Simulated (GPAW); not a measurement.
# Core-hole calculation of the P K edge in P (Cmce)

Aim: the near-edge shape at the P K edge of P (Cmce), and what the core hole does to it.

Method: X-ray absorption from dipole matrix elements to empty bands, plane-wave PAW LDA, in GPAW 26.7.0.

### Step 1. The structure

Symmetry: Cmce, No. 64, orthorhombic system. The conventional cell has a = 3.316 Å, b = 10.484 Å, c = 4.379 Å, α = 90.00°, β = 90.00°, γ = 90.00°. P has 3 P at 2.22 to 2.24 Å nearest.

### Step 2. The field without a hole

The ground state comes first: it tells whether the system has a gap, which decides how the excited electron is treated.

scf.py reads:

```python
import numpy as np
from ase import Atoms
from ase.parallel import parprint, paropen
from gpaw import GPAW, PW, FermiDirac, Mixer, MixerDif, setup_paths
from gpaw.test import gen
setup_paths.insert(0, '.')
gen('P', name='nch1s', xcname='LDA', corehole=(1, 0, 0), write_xml=True)
from gpaw.mpi import world
world.barrier()

atoms = Atoms('P4',
    cell=[[1.6582, -5.242, 0],
     [1.6582, 5.242, 0],
     [0, 0, 4.3793]],
    scaled_positions=[[0.39838, 0.60162, 0.41932],
     [0.10162, 0.89838, 0.91932],
     [0.60162, 0.39838, 0.58068],
     [0.89838, 0.10162, 0.08068]],
    pbc=True)
atoms.calc = calc = GPAW(legacy_gpaw=True, mode=PW(430), xc='LDA', setups={0: 'nch1s'},
    kpts={'size': (8, 8, 6), 'gamma': True}, occupations=FermiDirac(0.05),
    charge=0, mixer=Mixer(0.1, 5, 50), maxiter=150,
    convergence={'density': 0.0001}, txt='scf.txt')
energy = atoms.get_potential_energy() + calc.get_reference_energy()
ef = calc.get_fermi_level()
out = dict(energy=energy, fermi=ef, forces=atoms.get_forces().tolist())
parprint(f'all-electron energy {energy:.4f} eV, Fermi level {ef:.4f} eV')
ev = np.array([[calc.get_eigenvalues(k, s) for k in range(len(calc.get_ibz_k_points()))] for s in range(calc.get_number_of_spins())])
out['homo'], out['lumo'], out['counts'] = ev[ev < ef].max(), ev[ev > ef].min(), sorted(set((ev < ef).sum((0, 2)).tolist()))
out['filled'] = (ev[:, 0] < ef).sum(1).tolist()
import json
with paropen('out.json', 'w') as f:
    json.dump(out, f)
```

Run with:

```bash
OMP_NUM_THREADS=1 mpirun -n 4 gpaw python scf.py
```

Numbers of over 12 decimals in the logs are rounded to 6 here.

What it wrote:

```text
Input parameters:
  convergence: {density: 0.0001}
  kpts: {gamma: True,
         size: (8, 8, 6)}
  maxiter: 150
  mixer: {backend: pulay,
          beta: 0.1,
          method: separate,
          nmaxold: 5,
          weight: 50}
  mode: {ecut: 430.0,
         name: pw}
  occupations: {fixmagmom: False,
                name: fermi-dirac,
                width: 0.05}
  setups: {0: nch1s}

Initialize ...

[... PAW data sets ...]

Reference energy: -37090.423233  # eV

Spin-paired calculation

[... convergence settings ...]
Symmetries present (total): 2
  [... symmetry matrices ...]

384 k-points: 8 x 8 x 6 Monkhorst-Pack grid + [1/16,1/16,1/12]
114 k-points in the irreducible part of the Brillouin zone
       k-points in crystal coordinates                weights
   0:     0.00000000    0.00000000    0.00000000          1/384
   1:     0.00000000    0.00000000    0.16666667          2/384
   2:     0.00000000    0.00000000    0.33333333          2/384
   3:     0.00000000    0.00000000    0.50000000          1/384
   4:     0.12500000   -0.12500000   -0.33333333          2/384
   5:     0.12500000   -0.12500000   -0.16666667          2/384
   6:     0.12500000   -0.12500000    0.00000000          2/384
   7:     0.12500000   -0.12500000    0.16666667          2/384
   8:     0.12500000   -0.12500000    0.33333333          2/384
   9:     0.12500000   -0.12500000    0.50000000          2/384
          ...
 113:     0.50000000    0.50000000    0.50000000          1/384

Wave functions: Plane wave expansion
  Cutoff energy: 430.000 eV
  Number of coefficients (min, max): 1524, 1564
  Pulay-stress correction: 0.000000 eV/Ang^3 (de/decut=0.000000)
  Using FFTW library
  Wavefunction extrapolation:
    Improved wavefunction reuse through dual PAW basis

Occupation numbers: Fermi-Dirac:
  width: 0.0500  # eV

Eigensolver
   Davidson(niter=2)

Densities:
  Coarse grid: 27*27*21 grid
  Fine grid: 54*54*42 grid
  Total Charge: 0.000000

Density mixing:
  Method: separate
  Backend: pulay
  Linear mixing parameter: 0.1
  old densities: 5
  Width of damping distribution: 1.1
  Damping of long wavelength oscillations: 50

[... Hamiltonian set-up ...]
Number of atoms: 4
Number of atomic orbitals: 16
Number of bands in calculation: 16
Number of valence electrons: 20
Bands to converge: occupied

... initialized

Initializing position-dependent things.

Density initialized from atomic densities
Creating initial wave functions:
  16 bands from LCAO basis set

             P

           P
         P

       P

Atomic positions and initial magnetic moments

Positions:
   0 P      1.658200    1.065384    1.836328    ( 0.0000,  0.0000,  0.0000)
   1 P      1.658200    4.176616    4.025978    ( 0.0000,  0.0000,  0.0000)
   2 P      1.658200   -1.065384    2.542972    ( 0.0000,  0.0000,  0.0000)
   3 P      1.658200   -4.176616    0.353322    ( 0.0000,  0.0000,  0.0000)

Unit cell:
           periodic     x           y           z      points  spacing
  1. axis:    yes    1.658200   -5.242000    0.000000    27     0.1171
  2. axis:    yes    1.658200    5.242000    0.000000    27     0.1171
  3. axis:    yes    0.000000    0.000000    4.379300    21     0.2085

  Lengths:   5.498017   5.498017   4.379300
  Angles:   90.000000  90.000000 144.892586

Effective grid spacing dv^(1/3) = 0.1707

iter:   1   -24.036166
iter:   2   -24.076204   -1.40  -1.00
iter:   3   -23.961219   -2.44  -1.05
iter:   4   -23.945732   -2.63  -1.37
iter:   5   -23.939549   -3.28  -1.91
iter:   6   -23.939044c  -4.65  -2.58
iter:   7   -23.938964c  -4.74  -2.75
iter:   8   -23.938985c  -5.09  -3.25
iter:   9   -23.938940c  -5.51  -3.11
iter:  10   -23.938940c  -6.97  -3.84
iter:  11   -23.938939c  -7.51c -3.88
iter:  12   -23.938939c  -7.03  -4.04c
iter:  13   -23.938938c  -7.40c -4.03c

Converged after 13 iterations.

Dipole moment: (0.000000, -0.000000, 0.000000) |e|*Ang

Energy contributions relative to reference atoms: (reference = -37090.423233)

Kinetic:        +23.192555
Potential:      -22.013747
External:        +0.000000
XC:             -25.031736
Entropy (-ST):   -0.001971
Local:           -0.085024
SIC:             +0.000000
--------------------------
Free energy:    -23.939923
Extrapolated:   -23.938938

Showing only first 2 kpts
 Kpt  Band  Eigenvalues  Occupancy
  0     8      3.88753    2.00000
  0     9      5.07626    2.00000
  0    10      7.13167    0.00000
  0    11      7.47929    0.00000

  1     8      4.17790    2.00000
  1     9      4.63117    2.00000
  1    10      7.48870    0.00000
  1    11      8.03244    0.00000

Fermi level: 6.48167

Gap: 0.041 eV
Transition (v -> c):
  (s=0, k=50, n=9, [0.38, -0.38, 0.00]) -> (s=0, k=94, n=10, [0.50, 0.12, 0.00])
Direct/indirect transitions are different
Direct gap: 0.267 eV
Transition at: (s=0, k=106, n=9, [0.50, 0.38, 0.00])

Forces in eV/Ang:
  0 P     0.00000    0.04889    0.01197
  1 P     0.00000   -0.04889    0.01196
  2 P     0.00000   -0.04889   -0.01197
  3 P     0.00000    0.04889   -0.01196
Scalar-relativistic atomic LDA calculation for P (Phosphorus, Z=15)
Core hole in 1s state (1s occupation: 2.0)
450 radial gridpoints.
|------------------------------------------------|
|------------------------------------------------|
[... the atom generator's iteration count ...]

Energy contributions:
-------------------------
Kinetic:     +341.479749
XC:           -21.839194
Potential:   -660.402537
-------------------------
Total:       -340.761981

state      eigenvalue         ekin         rmax
-----------------------------------------------
1s^2.0 :   -76.281580   106.327718        0.068
2s^2.0 :    -6.362337    15.621703        0.420
2p^6.0 :    -4.575935    14.804944        0.354
3s^2.0 :    -0.515028     2.181743        1.565
3p^3.0 :    -0.205646     1.462587        1.827
-----------------------------------------------
(units: Bohr and Hartree)

Generating PAW setup
Kinetic energy of the core from tauc = 333.550059
Cutoffs:
rc(s)=1.800
rc(p)=1.800
rc(d)=1.800
rc(vbar)=1.620
rc(comp)=1.800
rc(nct)=1.800

Kinetic energy of the core states: 332.728503
Charge: 0.0
Core electrons: 10.0
Valence electrons: 5.0
Pseudo-core charge: 0.181656
Shape function alpha=3.086
Pseudo-electron charge 5.454854
state    eigenvalue         norm
--------------------------------
3s(2) :    -0.515028     1.126397
*s    :     0.484972
3p(3) :    -0.205646     1.006802
*p    :     0.794354
*d    :     0.000000
--------------------------------

Diagonalizing with gridspacing h=0.050

state   all-electron     PAW
-------------------------------
3s:      -0.515028    -0.515337
3p:      -0.205646    -0.205904
*d:                    0.038554
*f:                    0.072541
-------------------------------
all-electron energy -37114.3622 eV, Fermi level 6.4817 eV
```

The job ended after 21 s (4 MPI ranks of Arm Neoverse V1, shared host; peak memory 0.19 GiB; 84 s of CPU time).

The mesh shows a gap of only 0.04 eV, so the system is treated as a metal and the core electron is put at the Fermi level (neutral cell).

### Step 3. Spectrum without a core hole, P atom 1

This cheap baseline ignores the attraction of the hole: it shows the absorber's empty states as they are in the ground state. The data set with a hole of occupation 0 only carries the core orbital.

The absorber has 2 P at 2.22 Å and 1 P at 2.24 Å (distorted pyramidal, site symmetry m).

xas.py reads:

```python
import numpy as np
from ase import Atoms
from ase.parallel import parprint, paropen
from gpaw import GPAW, PW, FermiDirac, Mixer, MixerDif, setup_paths
from gpaw.test import gen
setup_paths.insert(0, '.')
gen('P', name='nch1s', xcname='LDA', corehole=(1, 0, 0), write_xml=True)
from gpaw.mpi import world
world.barrier()

atoms = Atoms('P4',
    cell=[[1.6582, -5.242, 0],
     [1.6582, 5.242, 0],
     [0, 0, 4.3793]],
    scaled_positions=[[0.39838, 0.60162, 0.41932],
     [0.10162, 0.89838, 0.91932],
     [0.60162, 0.39838, 0.58068],
     [0.89838, 0.10162, 0.08068]],
    pbc=True)
atoms.calc = calc = GPAW(legacy_gpaw=True, mode=PW(430), xc='LDA', setups={0: 'nch1s'},
    kpts={'size': (11, 11, 8), 'gamma': True}, occupations=FermiDirac(0.1),
    charge=0, mixer=Mixer(0.1, 5, 50), maxiter=150,
    convergence={'density': 0.0001}, txt='scf.txt')
energy = atoms.get_potential_energy() + calc.get_reference_energy()
ef = calc.get_fermi_level()
out = dict(energy=energy, fermi=ef, forces=atoms.get_forces().tolist())
parprint(f'all-electron energy {energy:.4f} eV, Fermi level {ef:.4f} eV')
ev = np.array([[calc.get_eigenvalues(k, s) for k in range(len(calc.get_ibz_k_points()))] for s in range(calc.get_number_of_spins())])
out['homo'], out['lumo'], out['counts'] = ev[ev < ef].max(), ev[ev > ef].min(), sorted(set((ev < ef).sum((0, 2)).tolist()))
out['filled'] = (ev[:, 0] < ef).sum(1).tolist()

from ase.units import Ha
from gpaw.xas import dipole_matrix_elements
nb = int(calc.get_number_of_electrons() / 2) + 49
top, nb = nb, nb + 8 + nb // 12
nscf = calc.fixed_density(kpts={'size': (6, 6, 5), 'gamma': True}, nbands=nb,
    convergence={'bands': top, 'eigenstates': 1e-5}, maxiter=60, txt='nscf.txt')
cell = atoms.cell.array
ops = [cell.T @ U.T @ np.linalg.inv(cell.T) for U in nscf.wfs.kd.symmetry.op_scc]
E = np.arange(-25, 34, 0.1)
fwhm = np.interp(E, [4, 25], [0.9, 3.5])
Y, X, zero, highest = 0, 0, 1e9, 1e9
for spin in range(nscf.get_number_of_spins()):
    wfs = nscf.wfs
    A = dipole_matrix_elements(wfs.setups[0])
    eps = np.zeros((wfs.kd.nibzkpts, nb))
    d = np.zeros((3, A.shape[1], wfs.kd.nibzkpts, nb), complex)
    for kpt in wfs.kpt_u:
        if kpt.s == spin and 0 in kpt.P_ani:
            eps[kpt.k] = kpt.eps_n * Ha
            d[:, :, kpt.k] = (kpt.weight * wfs.nspins / 2) ** 0.5 * np.inner(A, kpt.P_ani[0])
    world.sum(eps)
    world.sum(d)
    T = np.einsum('amkn,bmkn->abkn', d, d.conj()).real
    T = sum(np.einsum('ai,ijkn,bj->abkn', R, T, R) for R in ops) / len(ops)
    empty = eps > ef
    zero, highest = min(zero, eps[empty].min()), min(highest, eps[:, top - 1].min())
    lines = [(eps, T, empty)] if spin == 0 else lines + [(eps, T, empty)]
for eps, T, empty in lines:
    f = np.einsum('aakn->akn', T).reshape(3, -1)
    x = eps.ravel() - zero
    w = np.interp(x, E, fwhm) / 2.35482
    g = np.exp(-0.5 * ((E[:, None] - x) / w) ** 2) / (w * (2 * np.pi) ** 0.5)
    Y = Y + (f * empty.ravel()) @ g.T
    X = X + (f * ~empty.ravel()) @ g.T
out.update(E=E.round(2).tolist(), xas=Y.tolist(), xes=X.tolist(), zero=zero, valid=highest - zero, nk=len(eps), nb=nb)
for i in range(0, len(E), 10):
    parprint(f'{E[i]:7.2f}', *(f'{v:10.3e}' for v in Y[:, i]))
import json
with paropen('out.json', 'w') as f:
    json.dump(out, f)
```

Run with:

```bash
OMP_NUM_THREADS=1 mpirun -n 4 gpaw python xas.py
```

What it wrote:

```text
Input parameters:
  convergence: {density: 0.0001}
  kpts: {gamma: True,
         size: (11, 11, 8)}
  maxiter: 150
  mixer: {backend: pulay,
          beta: 0.1,
          method: separate,
          nmaxold: 5,
          weight: 50}
  mode: {ecut: 430.0,
         name: pw}
  occupations: {fixmagmom: False,
                name: fermi-dirac,
                width: 0.1}
  setups: {0: nch1s}

Initialize ...

[...]
*p    :     0.794354
*d    :     0.000000
--------------------------------

Diagonalizing with gridspacing h=0.050

state   all-electron     PAW
-------------------------------
3s:      -0.515028    -0.515337
3p:      -0.205646    -0.205904
*d:                    0.038554
*f:                    0.072541
-------------------------------
all-electron energy -37114.3651 eV, Fermi level 6.4243 eV
[...]
32.00  2.626e-06  2.895e-06  2.696e-06
  33.00  2.581e-06  3.004e-06  2.767e-06
[key lines of the parts left out:]
Converged after 12 iterations.
Dipole moment: (0.000000, -0.000000, 0.000000) |e|*Ang
Free energy:    -23.945171
Fermi level: 6.42427
```

Elapsed: 72 s, on 4 MPI ranks; peak memory 0.29 GiB.

The P K spectrum, P atom 1, no core hole (energy from the lowest empty level; intensity scaled to a mean of 1 over the first 20 eV; polarised curves are means over the symmetry-equivalent atoms):

```
E (eV)  isotropic  ε ∥ x  ε ∥ y  ε ∥ z
  -2.0       0.00   0.00   0.00   0.00
  -1.0       0.00   0.00   0.00   0.00
   0.0       0.14   0.15   0.14   0.12
   1.0       1.01   0.97   0.96   1.10
   2.0       1.70   1.92   1.73   1.46
   3.0       2.06   2.52   1.40   2.26
   4.0       1.50   1.60   1.49   1.40
   5.0       0.93   0.86   1.05   0.87
   6.0       0.85   0.76   0.91   0.87
   7.0       1.06   1.04   0.97   1.17
   8.0       0.85   0.88   0.84   0.83
   9.0       0.71   0.72   0.76   0.66
  10.0       0.68   0.69   0.71   0.65
  11.0       0.82   0.70   0.94   0.82
  12.0       0.90   0.81   1.01   0.87
  13.0       0.89   0.90   0.94   0.83
  14.0       0.90   0.99   0.86   0.84
  15.0       0.89   0.98   0.80   0.90
  16.0       0.86   0.87   0.76   0.95
  17.0       0.88   0.83   0.80   1.01
  18.0       0.91   0.87   0.88   1.00
  19.0       0.93   0.97   0.94   0.88
  20.0       0.90   1.01   0.93   0.77
  21.0       0.83   0.91   0.85   0.74
  22.0       0.79   0.81   0.79   0.78
  23.0       0.76   0.75   0.74   0.79
  24.0       0.71   0.70   0.68   0.76
  25.0       0.68   0.68   0.63   0.73
  26.0       0.68   0.69   0.61   0.74
  27.0       0.67   0.70   0.59   0.73
  28.0       0.64   0.67   0.56   0.68
  29.0       0.59   0.62   0.53   0.61
  30.0       0.56   0.59   0.53   0.56
```

Main maxima below 24 eV (height): 3.3 eV (2.16), 6.8 eV (1.07) and 19.0 eV (0.93). A K edge sees empty p states on the absorber.

The same matrix elements for filled bands give the P K emission of P atom 1 (ground-state approximation; energy from the lowest empty level, largest value 1):

| E (eV) | emission |
| --- | --- |
| -24.00 | 0.00 |
| -23.25 | 0.00 |
| -22.50 | 0.00 |
| -21.75 | 0.00 |
| -21.00 | 0.00 |
| -20.25 | 0.00 |
| -19.50 | 0.00 |
| -18.75 | 0.00 |
| -18.00 | 0.00 |
| -17.25 | 0.00 |
| -16.50 | 0.00 |
| -15.75 | 0.01 |
| -15.00 | 0.03 |
| -14.25 | 0.04 |
| -13.50 | 0.06 |
| -12.75 | 0.08 |
| -12.00 | 0.04 |
| -11.25 | 0.03 |
| -10.50 | 0.12 |
| -9.75 | 0.17 |
| -9.00 | 0.10 |
| -8.25 | 0.10 |
| -7.50 | 0.12 |
| -6.75 | 0.32 |
| -6.00 | 0.70 |
| -5.25 | 0.79 |
| -4.50 | 0.65 |
| -3.75 | 0.98 |
| -3.00 | 0.83 |
| -2.25 | 0.91 |
| -1.50 | 0.88 |
| -0.75 | 0.31 |
| 0.00 | 0.05 |
| 0.75 | 0.00 |
| 1.50 | 0.00 |
| 2.25 | 0.00 |
| 3.00 | 0.00 |

Emission maxima: -12.8 eV (0.09), -10.0 eV (0.18), -5.6 eV (0.89), -3.6 eV (0.98) and -1.8 eV (1.00).

### Step 4. Reference energy of the supercell

The photon energy needs a difference of total energies, so the cell and mesh of the coming hole run are first run without a hole.

Changes to scf.py since step 2:

```diff
@@ -10,13 +10,25 @@
 
-atoms = Atoms('P4',
-    cell=[[1.6582, -5.242, 0],
-     [1.6582, 5.242, 0],
-     [0, 0, 4.3793]],
-    scaled_positions=[[0.39838, 0.60162, 0.41932],
-     [0.10162, 0.89838, 0.91932],
-     [0.60162, 0.39838, 0.58068],
-     [0.89838, 0.10162, 0.08068]],
+atoms = Atoms('P16',
+    cell=[[-1.6582, 5.242, -4.3793],
+     [1.6582, -5.242, -4.3793],
+     [-4.9746, -5.242, 0]],
+    scaled_positions=[[0.741555, 0.839125, 0.69919],
+     [0.241555, 0.339125, 0.69919],
+     [0.991555, 0.589125, 0.19919],
+     [0.491555, 0.089125, 0.19919],
+     [0.714125, 0.366555, 0.55081],
+     [0.214125, 0.866555, 0.55081],
+     [0.964125, 0.116555, 0.05081],
+     [0.464125, 0.616555, 0.05081],
+     [0.508445, 0.910875, 0.80081],
+     [0.008445, 0.410875, 0.80081],
+     [0.758445, 0.660875, 0.30081],
+     [0.258445, 0.160875, 0.30081],
+     [0.535875, 0.383445, 0.94919],
+     [0.035875, 0.883445, 0.94919],
+     [0.785875, 0.133445, 0.44919],
+     [0.285875, 0.633445, 0.44919]],
     pbc=True)
 atoms.calc = calc = GPAW(legacy_gpaw=True, mode=PW(430), xc='LDA', setups={0: 'nch1s'},
-    kpts={'size': (8, 8, 6), 'gamma': True}, occupations=FermiDirac(0.05),
+    kpts={'size': (3, 3, 3), 'gamma': True}, occupations=FermiDirac(0.1),
     charge=0, mixer=Mixer(0.1, 5, 50), maxiter=150,
```

Run with:

```bash
OMP_NUM_THREADS=1 mpirun -n 4 gpaw python scf.py
```

What it wrote:

```text
Input parameters:
  convergence: {density: 0.0001}
  kpts: {gamma: True,
         size: (3, 3, 3)}
  maxiter: 150
  mixer: {backend: pulay,
          beta: 0.1,
          method: separate,
          nmaxold: 5,
          weight: 50}
  mode: {ecut: 430.0,
         name: pw}
  occupations: {fixmagmom: False,
                name: fermi-dirac,
                width: 0.1}
  setups: {0: nch1s}

Initialize ...

[...]
3s(2) :    -0.515028     1.126397
*s    :     0.484972
3p(3) :    -0.205646     1.006802
*p    :     0.794354
*d    :     0.000000
--------------------------------

Diagonalizing with gridspacing h=0.050

state   all-electron     PAW
-------------------------------
3s:      -0.515028    -0.515337
3p:      -0.205646    -0.205904
*d:                    0.038554
*f:                    0.072541
-------------------------------
all-electron energy -148457.4382 eV, Fermi level 6.4147 eV
[key lines of the parts left out:]
Converged after 14 iterations.
Dipole moment: (0.000000, 0.000000, 0.000000) |e|*Ang
Free energy:    -95.760081
Fermi level: 6.41468
```

Wall time 37 s (4 MPI ranks); peak memory 0.29 GiB; 2.5 min of CPU time.

Reference energy: -148457.438 eV with the cores included.

(Continued in part 2 of 2.)

[Banner, clock and machine lines of the logs are left out without a mark of their own.]

[Logs are printed without paths, hosts, clocks, repeated set-up lines and the standing remarks that a program may print on its own settings, such as how far it seeks lower states.]

[Hosts, paths, dates, database ids (printed as entryN), source tags and the programs' standing remarks are cut or masked in the printed files.]

[Lists of maxima count a maximum above −3 eV only where it reaches 4 % of the highest in the window and stands out from its surroundings by 2 % of it (1.5 % where it reaches 55 %); shoulders and weaker maxima are passed over, and of the rest the first, up to two pre-edge ones and the few strongest are named.]
